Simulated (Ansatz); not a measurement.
**NaMgBr3 (model cell, started as cubic perovskite with Mg in the octahedra): a soft mode frozen in**

Wanted: the energy along a soft mode of NaMgBr3 (model cell, started as cubic perovskite with Mg in the octahedra) and the structure at the end.

Program: Ansatz 0.2.0. Level of theory: DFT PBE, scalar-relativistic, plane waves, PAW. Results are calculated unless marked as measured.

The structure was built from a prototype and need not be the compound's stable phase.

## 1. The structure

Symmetry: Pm-3m, No. 221, cubic system. The conventional cell has a = 5.313 Å, b = 5.313 Å, c = 5.313 Å, α = 90.00°, β = 90.00°, γ = 90.00°. Nearest to Na lie 12 Br at 3.76 Å. Nearest to Mg lie 6 Br at 2.66 Å. Br has 2 Mg at 2.66 Å and 4 Na at 3.76 Å nearest. Farther neighbours and most contacts between anions are not listed.

## 2. Response at finite wavevector

The cell comes from relaxations at this level that are not shown. Stability and thermal properties need the whole zone. Linear response on a 2×2×2 q mesh gives force constants as far as a supercell of that size would, and the tensors from the zone-centre run are typed in so that the long-range dipole term is interpolated apart.

The input, input.yaml:

```yaml
crystal:
  lattice:
    - [5.3131069714, 0.0, 0.0]
    - [0.0, 5.3131069714, 0.0]
    - [0.0, 0.0, 5.3131069714]
  atoms:
    - { symbol: Na, position: [0.0, 0.0, 0.0] }
    - { symbol: Mg, position: [0.5, 0.5, 0.5] }
    - { symbol: Br, position: [0.5, 0.5, 0.0] }
    - { symbol: Br, position: [0.5, 0.0, 0.5] }
    - { symbol: Br, position: [0.0, 0.5, 0.5] }
kpoints:
  mp_grid: { grid: [4, 4, 4] }
hamiltonian:
  xc: pbe
scf:
  occupations: { method: fixed }
output:
  eigenvalues: true
phonons:
  method: dfpt
  qmesh: [2, 2, 2]
  temperatures: { t_max: 1000, t_step: 50 }
  qpath:
    path:
      - [[0.0, 0.0, 0.0], [0.0, 0.5, 0.0], [0.5, 0.5, 0.0], [0.0, 0.0, 0.0], [0.5, 0.5, 0.5], [0.0, 0.5, 0.0]]
      - [[0.5, 0.5, 0.5], [0.5, 0.5, 0.0]]
    npoints: 10
  non_analytic_term:
    high_frequency_dielectric_tensor: [[3.1543, 0.0, 0.0], [0.0, 3.1543, 0.0], [0.0, 0.0, 3.1543]]
    born_effective_charges:
      - { species: Na, tensor: [[1.3661, 0.0, 0.0], [0.0, 1.3661, 0.0], [0.0, 0.0, 1.3661]] }
      - { species: Mg, tensor: [[2.4355, 0.0, 0.0], [0.0, 2.4355, 0.0], [0.0, 0.0, 2.4355]] }
      - { species: Br, tensor: [[-0.8514, 0.0, 0.0], [0.0, -0.8514, 0.0], [0.0, 0.0, -2.0989]] }
      - { species: Br, tensor: [[-0.8514, 0.0, 0.0], [0.0, -2.0989, 0.0], [0.0, 0.0, -0.8514]] }
      - { species: Br, tensor: [[-2.0989, 0.0, 0.0], [0.0, -0.8514, 0.0], [0.0, 0.0, -0.8514]] }
    source: "zone-centre run at this cell"
```

On the command line:

```console
> ansatz run input.yaml --threads 4 --pin off --max-ram 14336MiB --backend cpu --events-out ev --progress --plain --runs-dir out
```

Numbers of over 12 decimals in the logs are rounded to 6 here.

The program printed:

```text
Engine: ansatz 0.2.0, aarch64-unknown-linux-gnu
Pseudopotentials: kind: paw
Pseudopotential: Na, paw, valence charge 9, recommended cutoff 420 eV (normal), Na.paw.azcp
Pseudopotential: Mg, paw, valence charge 10, recommended cutoff 420 eV (normal), Mg.paw.azcp
Pseudopotential: Br, paw, valence charge 7, recommended cutoff 420 eV (normal), Br.paw.azcp
Functional definition: PBE
  parameter kappa = 0.804
  parameter beta = 0.066725
  exchange = pbe_x(kappa = kappa, mu = beta*pi^2/3)
  correlation = pbe_c(beta = beta)
Crystal: 5 atoms, lattice volume = 149.984 Å³
Basis set: ecut = 420 eV, 2945 PW (Γ), exchange–correlation on 72×72×72 points (8 copies of the dense FFT grid, shifted against one another)
Bands: 25, of which v1, the nominal top of the filled ones, is band 20 counted from 1 (19 counted from 0)
Symmetry: 48 space group operations
k-points: 10 of 64
Non-local potential: Na, projectors of the file, l = 0: 3, l = 1: 2, l = 2: 1
Non-local potential: Mg, projectors of the file, l = 0: 3, l = 1: 2, l = 2: 1
Non-local potential: Br, projectors of the file, l = 0: 2, l = 1: 2, l = 2: 2
PAW form: soft (Blöchl's): semilocal exchange-correlation on the pseudo side does not see the compensation charge
PAW one-centre angular grid: Na, 110 points (default); XC on 64 Gauss nodes
PAW one-centre angular grid: Mg, 110 points (default); XC on 64 Gauss nodes
PAW one-centre angular grid: Br, 110 points (default); XC on 64 Gauss nodes
Initial density: superposition of atomic densities (neutral atoms: chi_scale 0, normalization atom), corrected by the library's trained network
Initial wavefunctions: pseudopotential atomic-orbital guess
Functional: x = pbe(κ = 0.804, μ = 0.219515), c = pbe(β = 0.066725)
SCF iter   1: F=—  HF=-11766.626827 eV  |F-HF|=—  |Δ(HF+E_count)|=         —  Δρ=5.11e-4  dr2=9.98e-4  ethr=1.77e-3  ⟨swp⟩=6.9  Hψ=1131  notcnv=0  defer=26
preconditioner: auto → Resta (q_TF=auto, 2.189 Å⁻¹)  ε∞=2.9  [insulator: Δε(μ)=2.756 eV  Ē_g=10.680 eV  n_scr=26 (ndim 8)  ℏωp=14.9 eV  f_vac=0.116  ε∞_Penn≈2.9]
SCF iter   2: F=—  HF=-11766.626426 eV  |F-HF|=—  |Δ(HF+E_count)|=   4.01e-4  Δρ=2.58e-4  dr2=3.36e-4  ethr=2.50e-6  ⟨swp⟩=2.5  Hψ=568  notcnv=0  defer=29
SCF iter   3: F=—  HF=-11766.626444 eV  |F-HF|=—  |Δ(HF+E_count)|=   1.76e-5  Δρ=9.84e-5  dr2=2.93e-5  ethr=8.41e-7  ⟨swp⟩=2.0  Hψ=353  notcnv=0  defer=26
SCF iter   4: F=—  HF=-11766.626444 eV  |F-HF|=—  |Δ(HF+E_count)|=   1.59e-8  Δρ=2.82e-5  dr2=2.56e-6  ethr=7.32e-8  ⟨swp⟩=2.5  Hψ=393  notcnv=0  defer=23
SCF iter   5: F=—  HF=-11766.626440 eV  |F-HF|=—  |Δ(HF+E_count)|=   3.89e-6  Δρ=9.44e-6  dr2=1.15e-7  ethr=6.40e-9  ⟨swp⟩=2.0  Hψ=430  notcnv=0  defer=22
SCF iter   6: F=—  HF=-11766.626440 eV  |F-HF|=—  |Δ(HF+E_count)|=   5.56e-8  Δρ=3.67e-6  dr2=1.47e-8  ethr=2.87e-10  ⟨swp⟩=2.0  Hψ=396  notcnv=0  defer=22
SCF iter   7: F=—  HF=-11766.626440 eV  |F-HF|=—  |Δ(HF+E_count)|=   1.04e-8  Δρ=6.50e-7  dr2=7.32e-10  ethr=3.68e-11  ⟨swp⟩=2.0  Hψ=424  notcnv=0  defer=22
SCF iter   8: F=—  HF=-11766.626440 eV  |F-HF|=—  |Δ(HF+E_count)|=  4.91e-10  Δρ=2.03e-7  dr2=4.66e-11  ethr=1.83e-12  ⟨swp⟩=2.0  Hψ=440  notcnv=0  defer=22
SCF iter   9: F=-11766.626440 eV  HF=-11766.626440 eV  |F-HF|=7.28e-12  |Δ(HF+E_count)|=  1.46e-11  Δρ=5.48e-8  dr2=4.84e-12  ethr=1.00e-12  ⟨swp⟩=13.7  Hψ=1645  notcnv=0
SCF 1 converged in 9 iterations: F = -11766.626440 eV  dr2 = 4.84e-12
  greatest PAW one-centre occupation: 1.000 electrons in one spin orbital (limit 2), on the Mg atom at site 1 (counted from 0), in its partial waves of l = 0
NSCF: frozen V_eff on 10 k-points
NSCF: frozen V_eff on 27 k-points
DFPT response loops at q = (0, 0, 0) (fractional): preconditioner auto → none (the input reference at scf.mixing.eps_inf says where Resta's filter doesn't serve); β = 0.50; Broyden in place of MSR1
NSCF: frozen V_eff on 54 k-points
DFPT response loops at q = (0, 0, -0.5) (fractional): preconditioner auto → Resta (q_TF=auto, 2.189 Å⁻¹)  ε∞=4.7 (no band partly filled); β = 1.00, the filter's whole step (`scf.mixing.beta` (0.50) is not read by the response loops at its default; to damp them type it under 1.00, their step now; it binds the ground state too); Broyden in place of MSR1
NSCF: frozen V_eff on 54 k-points
DFPT response loops at q = (0, -0.5, -0.5) (fractional): mixed as the last ones told, above
NSCF: frozen V_eff on 54 k-points
DFPT response loops at q = (-0.5, -0.5, -0.5) (fractional): mixed as the last ones told, above
SCF converged after 9 iterations
Free energy (F): -11766.626440 eV
Harris-Foulkes:  -11766.626440 eV  (|F-HF|=7.28e-12)
Internal energy: -11766.626440 eV  (E = F + TS)
E sigma→0 (E₀):  -11766.626440 eV
Fermi energy:    1.941206 eV
--- Per-component energies (eV) ---
  E_band       = -676.560615
  E_kinetic    = 598.399412
  E_local      = -3978.789365  (includes V_loc(G=0)·N_el)
  E_nonlocal   = 420.965013
  E_hartree    = 1393.316399
  E_xc         = -862.761505
  E_vxc        = -399.799130  (∫ρ·V_xc dr)
  E_paw        = -7295.980245  (= ΣΔE_a)
  E_vpaw       = -103.969299  (= ΣTr[D̂ρ^β])
  E_aug_tail   = 0.000007  (compensation charges beyond the density's cutoff)
  E_ewald      = -2041.776156
  E_smearing   = -0.000000  (= −TS)
  E_closure    = 0.000000  (closes the sum)
  Σ components = -11766.626440   (vs F -11766.626440, Δ=0.00e0)
--- Band table (eV; the first three rows and the last of 10) ---
  k-point 0: bands = [... 16 lower, 1.1466, 1.4161, 1.4161, 1.4161, 4.6935, 5.1501, 8.9902, 8.9902, ... 1 higher]
  k-point 1: bands = [... 16 lower, 0.9565, 1.0370, 1.3383, 1.3383, 5.6229, 5.8479, 8.6408, 9.1949, ... 1 higher]
  k-point 2: bands = [... 16 lower, 0.6811, 0.9338, 1.3236, 1.3236, 6.9325, 6.9746, 7.5070, 9.4786, ... 1 higher]
  k-point 9: bands = [... 16 lower, 0.8385, 1.9412, 1.9412, 1.9412, 5.8272, 7.7971, 7.7971, 7.7971, ... 1 higher]
--- Phonons (Γ-DFPT): 4 representative perturbations + reference (Σ response iterations 12) ---
  ASR residual: 1.288e-4 → 0.000e0 eV/Å²; symmetrization residual: 4.860e-6 eV/Å²
  ASR residual per site (eV/Å²): 1.73e-5 1.29e-4 3.87e-5 3.87e-5 3.87e-5
  Γ frequencies (cm⁻¹): -78.87 -78.87 -78.87 0.00 0.00 0.00 24.95 24.95 24.95 84.53 84.53 84.53 202.97 202.97 202.97
--- Phonons (arbitrary-q DFPT): 4 irreducible q on the 2×2×2 mesh ---
  q = [0.0000, 0.0000, 0.0000] (star 1, of the zone-centre solve; hermiticity 1.80e-6, symmetrization 9.17e-13): -78.87 -78.87 -78.87 -0.00 0.00 0.00 24.95 24.95 24.95 84.53 84.53 84.53 202.97 202.97 202.97
  q = [0.0000, 0.0000, -0.5000] (star 3, 9 solved perturbations in 216 linear systems a pass and spin channel, the states on 27 of 64 k-point pairs; hermiticity 9.58e-7, symmetrization 2.01e-8): -73.21 -73.21 11.53 11.53 31.69 50.15 50.15 56.88 63.02 86.34 86.34 163.87 202.29 202.29 240.36
  q = [0.0000, -0.5000, -0.5000] (star 3, 9 solved perturbations in 216 linear systems a pass and spin channel, the states on 27 of 64 k-point pairs; hermiticity 1.30e-6, symmetrization 6.65e-8): -67.92 -67.92 -64.86 -57.80 42.80 42.80 62.43 62.43 82.63 91.86 105.48 173.01 201.78 248.59 248.59
  q = [-0.5000, -0.5000, -0.5000] (star 1, 4 solved perturbations in 81 linear systems a pass and spin channel, the states on 27 of 64 k-point pairs; hermiticity 1.06e-6, symmetrization 2.06e-8): -74.35 -74.35 -74.35 -58.02 -58.02 -58.02 86.27 86.27 86.27 103.91 103.91 185.17 253.31 253.31 253.31
  sum rule: each row above includes the acoustic sum rule's correction from the zone centre's row sums; it moved no ω² by more than (1.20 cm⁻¹)²
  mesh force constants: q→R imaginary residual 4.19e-18; ASR residual 1.288e-4 → 0.000e0 eV/Å²; symmetrization residual 7.105e-15 eV/Å²
  interpolated dispersion: 63 rows × 15 modes
  density of states and harmonic sums: on the 12×12×12 q-mesh, interpolated from the force constants of a 2×2×2 supercell (with the dipole–dipole term of supplied tensors)
  largest difference from the sums on the solved wave vectors: F 2.24e-1 eV, S 2.87e-4 and C_V 6.90e-5 eV/K
  zero-point energy: 0.078925 eV/cell   skipped modes (ω ≤ 0): 369, of them read as no rigid motion or as one in doubt: 366 (4.482e0 modes/cell left out, lowest -78.87 cm⁻¹)   left out of the sums: 2.99e-1 of the cell's modes: C_V's classical limit lies that fraction below 3 k_B per atom; for a crystal, a wire or a layer, F and S can be off by more, and a phonons.interpolated_qmesh denser along its periods is the remedy for the sampling
```

Elapsed: 47 s, on 4 threads of Arm Neoverse V2, shared host; peak memory 0.68 GiB.

In the SCF lines HF is the Harris–Foulkes energy and dr2 the Hartree energy of the density residual, in eV; the loop may stop once dr2 is under the threshold and the program's other checks hold. Hψ counts applications of the Hamiltonian.

A gap read on the k-mesh alone can miss the band edges.

Numbers from this step:

| Property | Result |
| --- | --- |
| gap on the k-mesh | 2.752 eV |
| volume per atom | 30.00 Å³ |
| sum-rule residual before enforcement | 1.29e-4 eV/Å² |
| lowest frequency on the path | -78.87 cm⁻¹ |
| point group | m-3m |
| highest frequency on the path or at a solved wavevector | 272.3 cm⁻¹ |
| highest optical mode at the zone centre (no LO-TO term) | 203.0 cm⁻¹ |
| lowest optical zone-centre mode | -78.87 cm⁻¹ |
| lowest mode on the q mesh (acoustic modes at Γ apart) | -78.87 cm⁻¹ |

Frequencies (cm⁻¹) solved at each irreducible wavevector; negative means imaginary. Frequencies by wavevector, by row:

```tsv
q in reciprocal lattice units	star	mode 1	mode 2	mode 3	mode 4	mode 13	mode 14	mode 15
0 0 0	1	-78.9	-78.9	-78.9	0	203	203	203
0 0 -0.5	3	-73.2	-73.2	11.5	11.5	202.3	202.3	240.4
0 -0.5 -0.5	3	-67.9	-67.9	-64.9	-57.8	201.8	248.6	248.6
-0.5 -0.5 -0.5	1	-74.3	-74.3	-74.3	-58	253.3	253.3	253.3
```

Interpolated from a 2×2×2 q mesh, with the LO-TO term (at Γ the limit along the path; where Γ stands inside the path, tables give the limit on arrival). Phonon branches along the path, in cm⁻¹:

```tsv
point	branch 1	branch 2	branch 3	branch 4	branch 12	branch 13	branch 14	branch 15
Γ	-79	-79	-21	0	99	203	203	272
halfway	-76	-76	15	15	124	203	203	260
X	-73	-73	12	12	164	202	202	240
halfway	-72	-69	-45	-39	156	202	229	244
M	-68	-68	-65	-58	173	202	249	249
halfway	-73	-71	-41	-28	134	202	209	257
Γ	-79	-79	-21	0	99	203	203	272
halfway	-71	-71	-50	-33	144	214	214	255
R	-74	-74	-74	-58	185	253	253	253
halfway	-71	-70	-58	-44	159	218	236	247
X	-73	-73	12	12	164	202	202	240
jump to R	-74	-74	-74	-58	185	253	253	253
halfway	-70	-70	-70	-58	173	228	251	251
M	-68	-68	-65	-58	173	202	249	249
```

Symmetry leaves 4 wavevectors to solve. The lowest mode among them, the acoustic zeros apart, lies at Γ and is imaginary, 78.9i cm⁻¹, so the energy falls along it.

## 3. The mode frozen in, largest atomic shift 0 Å

The mode followed lies at q = (0, 0, -0.5) with frequency 73.2i cm⁻¹ and is 2-fold degenerate, one of the unstable modes though not the softest. At small amplitude the distorted cell has space group no. 63 by a symmetry search on the positions. The undistorted cell that holds it gives the zero of energy on the same k mesh.

System of this step: NaMgBr3 (model cell, started as cubic perovskite with Mg in the octahedra). It takes space group Pm-3m (No. 221, cubic). The conventional cell has a = 5.313 Å, b = 5.313 Å, c = 5.313 Å, α = 90.00°, β = 90.00°, γ = 90.00°. Na has 12 Br at 3.76 Å nearest. Nearest to Mg lie 6 Br at 2.66 Å. Nearest to Br lie 2 Mg at 2.66 Å and 4 Na at 3.76 Å. Nearest to Br lie 2 Mg at 2.66 Å and 4 Na at 3.76 Å. Farther neighbours and most contacts between anions are not listed.

The input, input.yaml:

```yaml
crystal:
  lattice:
    - [5.3131069714, 0.0, 0.0]
    - [0.0, 5.3131069714, 0.0]
    - [0.0, 0.0, 10.6262139428]
  atoms:
    - { symbol: Na, position: [0.0, 0.0, 0.0] }
    - { symbol: Na, position: [0.0, 0.0, 0.5] }
    - { symbol: Mg, position: [0.5, 0.5, 0.25] }
    - { symbol: Mg, position: [0.5, 0.5, 0.75] }
    - { symbol: Br, position: [0.5, 0.5, 0.5] }
    - { symbol: Br, position: [0.5, 0.5, 0.0] }
    - { symbol: Br, position: [0.5, 0.0, 0.25] }
    - { symbol: Br, position: [0.5, 0.0, 0.75] }
    - { symbol: Br, position: [0.0, 0.5, 0.25] }
    - { symbol: Br, position: [0.0, 0.5, 0.75] }
kpoints:
  mp_grid: { grid: [4, 4, 2] }
hamiltonian:
  xc: pbe
scf:
  occupations: { method: gaussian, width: 0.02 }
output:
  forces: true
  stress: true
  eigenvalues: true
```

The program printed:

```text
[...]
Crystal: 10 atoms, lattice volume = 299.969 Å³
Basis set: ecut = 420 eV, 5851 PW (Γ), exchange–correlation on 72×72×144 points (8 copies of the dense FFT grid, shifted against one another)
Bands: 50, of which v1, the nominal top of the filled ones, is band 40 counted from 1 (39 counted from 0)
Symmetry: 32 space group operations
[...]
k-points: 12 of 32
[...]
k-point 0: bands = [... 36 lower, 1.3236, 1.4161, 1.4161, 1.4161, 4.6935, 5.1501, 6.9325, 6.9745, ... 4 higher]
  k-point 1: bands = [... 36 lower, 1.3383, 1.3383, 1.3383, 1.3383, 5.6229, 5.6229, 5.8478, 5.8478, ... 4 higher]
  k-point 2: bands = [... 36 lower, 1.1106, 1.3383, 1.3383, 1.5627, 5.6229, 5.8478, 7.0964, 7.4466, ... 4 higher]
  k-point 11: bands = [... 36 lower, 1.5252, 1.5252, 1.9349, 1.9349, 6.3350, 6.3350, 8.2201, 8.2201, ... 4 higher]
[key lines of the parts left out:]
SCF converged after 6 iterations
Free energy (F): -23533.252880 eV
Fermi energy:    3.317422 eV
P = ⅓ Tr σ = 0.0055 GPa (0.055 kbar)
```

It took 2 s on 4 threads; peak memory 0.68 GiB; 7.3 s of CPU time.

This step gave:

```
pressure                         : 0.005500 GPa
energy from the undistorted cell : 0 meV/atom
```

At this level the gap is 2.75 eV on the k-mesh of the self-consistent run, which can miss the band edges.

## 4. The mode frozen in, largest atomic shift 0.6 Å

The atoms are moved along the unstable eigenvector, the largest shift by 0.6 Å, with the cell fixed.

input.yaml, as its differences from that of step 3:

```diff
@@ -6,8 +6,8 @@
   atoms:
-    - { symbol: Na, position: [0.0, 0.0, 0.0] }
-    - { symbol: Na, position: [0.0, 0.0, 0.5] }
+    - { symbol: Na, position: [-0.0798523484, -0.0798523484, 0.0] }
+    - { symbol: Na, position: [0.0798523484, 0.0798523484, 0.5] }
     - { symbol: Mg, position: [0.5, 0.5, 0.25] }
     - { symbol: Mg, position: [0.5, 0.5, 0.75] }
-    - { symbol: Br, position: [0.5, 0.5, 0.5] }
-    - { symbol: Br, position: [0.5, 0.5, 0.0] }
+    - { symbol: Br, position: [0.4876612275, 0.4876612275, 0.5] }
+    - { symbol: Br, position: [0.5123387725, 0.5123387725, 0.0] }
     - { symbol: Br, position: [0.5, 0.0, 0.25] }
```

The program printed:

```text
[...]
Crystal: 10 atoms, lattice volume = 299.969 Å³
Basis set: ecut = 420 eV, 5851 PW (Γ), exchange–correlation on 72×72×144 points (8 copies of the dense FFT grid, shifted against one another)
Bands: 50, of which v1, the nominal top of the filled ones, is band 40 counted from 1 (39 counted from 0)
Symmetry: 8 space group operations
[...]
k-points: 14 of 32
[...]
k-point 0: bands = [... 36 lower, 1.3315, 1.3630, 1.3795, 1.4178, 4.6384, 5.2982, 6.8481, 7.1178, ... 4 higher]
  k-point 1: bands = [... 36 lower, 1.3294, 1.3294, 1.3322, 1.3322, 5.5851, 5.5851, 5.9688, 5.9688, ... 4 higher]
  k-point 2: bands = [... 36 lower, 1.0765, 1.2429, 1.3093, 1.4857, 5.5921, 5.9562, 7.2383, 7.3686, ... 4 higher]
  k-point 13: bands = [... 36 lower, 1.4616, 1.4616, 1.9300, 1.9300, 6.5126, 6.5126, 8.1208, 8.1208, ... 4 higher]
[key lines of the parts left out:]
SCF converged after 6 iterations
Free energy (F): -23533.383337 eV
Fermi energy:    3.295981 eV
P = ⅓ Tr σ = 0.2842 GPa (2.842 kbar)
```

Elapsed: 2.3 s, on 4 threads; peak memory 0.7 GiB; 8.7 s of CPU time.

This step gave:

| Property | Result |
| --- | --- |
| pressure | 0.2842 GPa |
| gap on the k-mesh | 2.685 eV |
| energy from the undistorted cell | -13.05 meV/atom |

The energy, extrapolated to zero smearing, is -13.05 meV/atom against the undistorted cell.

The run ends at a pressure of 0.28 GPa, with forces up to 0.12 eV/Å.

## 5. Energy along the mode, all amplitudes (two of the runs are shown above)

An imaginary frequency means negative curvature, so the energy should fall and then rise again as anharmonic terms take over.

This step gave:

- depth at the lowest point sampled: 13.05 meV/atom
- largest atomic shift at that point: 0.6 Å

The energy from the parent by largest atomic shift:

```tsv
largest atomic shift (Å)	energy from the parent (meV/atom)
0.000	0
0.040	-0.078
0.080	-0.313
0.140	-0.95
0.220	-2.30
0.320	-4.70
0.450	-8.59
0.600	-13.0
```

Displacement at unit largest shift by atom:

```tsv
atom	x (Å)	y (Å)	z (Å)	size
Na1	-0.707	-0.707	0.000	1.000
Na2	0.707	0.707	0.000	1.000
Mg3	0.000	0.000	0.000	0.000
Mg4	0.000	0.000	0.000	0.000
Br5	-0.109	-0.109	0.000	0.154
Br6	0.109	0.109	0.000	0.154
Br7	0.000	0.000	0.000	0.000
Br8	0.000	0.000	0.000	0.000
Br9	0.000	0.000	0.000	0.000
Br10	0.000	0.000	0.000	0.000
```

The lowest of the steps tried is the last one, at 0.6 Å, 13.0 meV/atom below the parent; the bottom of the well need not coincide with a step.

[end of part 1 of 3]

[Logs are printed without paths, hosts, clocks, repeated set-up lines and the standing remarks that a program may print on its own settings, such as how far it seeks lower states.]

[Hosts, paths, dates, database ids (printed as entryN), source tags and the programs' standing remarks are cut or masked in the printed files.]
